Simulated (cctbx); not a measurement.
## Interatomic vectors of CsTbCdMo3

Space group Cmcm (no. 63), a = 4.1940 Å, b = 15.4610 Å, c = 10.8650 Å, α = 90.00°, β = 90.00°, γ = 90.00°, content Tb4 Cs4 Cd4 Mo12.

Simulated single-crystal data (cctbx): synchrotron X-rays, λ = 0.6889 Å, to d = 0.77 Å, 80 % of the full sphere, strongest reflection 40000 counts, noise from counting, a 1.5 % proportional error and a noise floor of 4 counts (s.d.); no absorption.

Patterson synthesis, origin scaled to 1000:

```text
Patterson group C m m m
      u       v       w   height  length (A)
  0.000   0.000   0.000   1000.0     0.00
  0.000   0.500   0.500    329.8     9.45
  0.000   0.000   0.500    326.0     5.43
  0.000   0.201   0.500    299.6     6.26
  0.000   0.253   0.250    259.2     4.76
  0.000   0.301   0.000    251.3     4.66
  0.000   0.456   0.255    248.9     7.58
  0.000   0.384   0.026    221.6     5.94
  0.000   0.069   0.237    210.7     2.78
  0.000   0.377   0.456    173.1     7.65
  0.000   0.138   0.291    165.7     3.82
  0.000   0.371   0.208    129.4     6.16
  0.000   0.314   0.206     94.4     5.35
  0.000   0.000   0.411     87.8     4.47
```

Q: Assign the vectors.

A peak at u stands for all pairs with xi − xj = u, with weight Σ ZiZj against Σ Z² = 59384 at the origin. Peak heights follow these weights only roughly, since form factors, motion and series ripples differ, all vectors within 0.55 Å of a peak are counted as merged into it though the farther ones add only part of their weight, and F(000) is left out, which lowers the whole map:

| u | v | w | shortest length (Å) | height | 1000 ΣZiZj/ΣZ² | pairs in the cell |
| --- | --- | --- | --- | --- | --- | --- |
| 0.000 | 0.500 | 0.500 | 5.82 | 330 | 475 | 8 × Cd–Mo, 4 × Cs–Cs |
| 0.000 | 0.000 | 0.500 | 5.43 | 326 | 285 | 4 × Tb–Tb |
| 0.000 | 0.201 | 0.500 | 6.26 | 300 | 333 | 4 × Cs–Cd, 4 × Cs–Mo |
| 0.000 | 0.253 | 0.250 | 4.76 | 259 | 241 | 4 × Tb–Cs |
| 0.000 | 0.301 | 0.000 | 3.72 | 251 | 333 | 4 × Cs–Cd, 4 × Cs–Mo |
| 0.000 | 0.456 | 0.255 | 3.54 | 249 | 329 | 4 × Tb–Cd, 4 × Mo–Mo |
| 0.000 | 0.384 | 0.026 | 2.77 | 222 | 320 | 4 × Tb–Mo, 4 × Cd–Mo |
| 0.000 | 0.069 | 0.237 | 2.79 | 211 | 320 | 4 × Tb–Mo, 4 × Cd–Mo |
| 0.000 | 0.377 | 0.456 | 5.71 | 173 | 184 | 4 × Tb–Mo |
| 0.000 | 0.138 | 0.291 | 3.81 | 166 | 291 | 4 × Cs–Mo, 4 × Cd–Mo |

The table stops at ten peaks or at a height of 45, below which ripples compete. In the model behind the data Tb, the heaviest element, has 1 independent site: (0, 0, 1/2), up to an allowed shift of origin; the Tb–Tb vectors are differences of these positions and their symmetry mates. The whole model:

| atom | mult. | x | y | z | Ueq (Å²) |
| --- | --- | --- | --- | --- | --- |
| Tb1 | 4 | 0 | 0 | 1/2 | 0.0126 |
| Cs1 | 4 | 0 | 0.2528 | 3/4 | 0.0133 |
| Cd1 | 4 | 1/2 | 0.0415 | 3/4 | 0.0113 |
| Mo1 | 4 | 1/2 | 0.4362 | 3/4 | 0.0144 |
| Mo2 | 8 | 0 | 0.3777 | 0.4572 | 0.0130 |

The model is made up (kin elements in a known structure type, no relaxation), so it says nothing on whether the phase exists.

[Logs are printed without paths, hosts, clocks, repeated set-up lines and the standing remarks that a program may print on its own settings, such as how far it seeks lower states.]
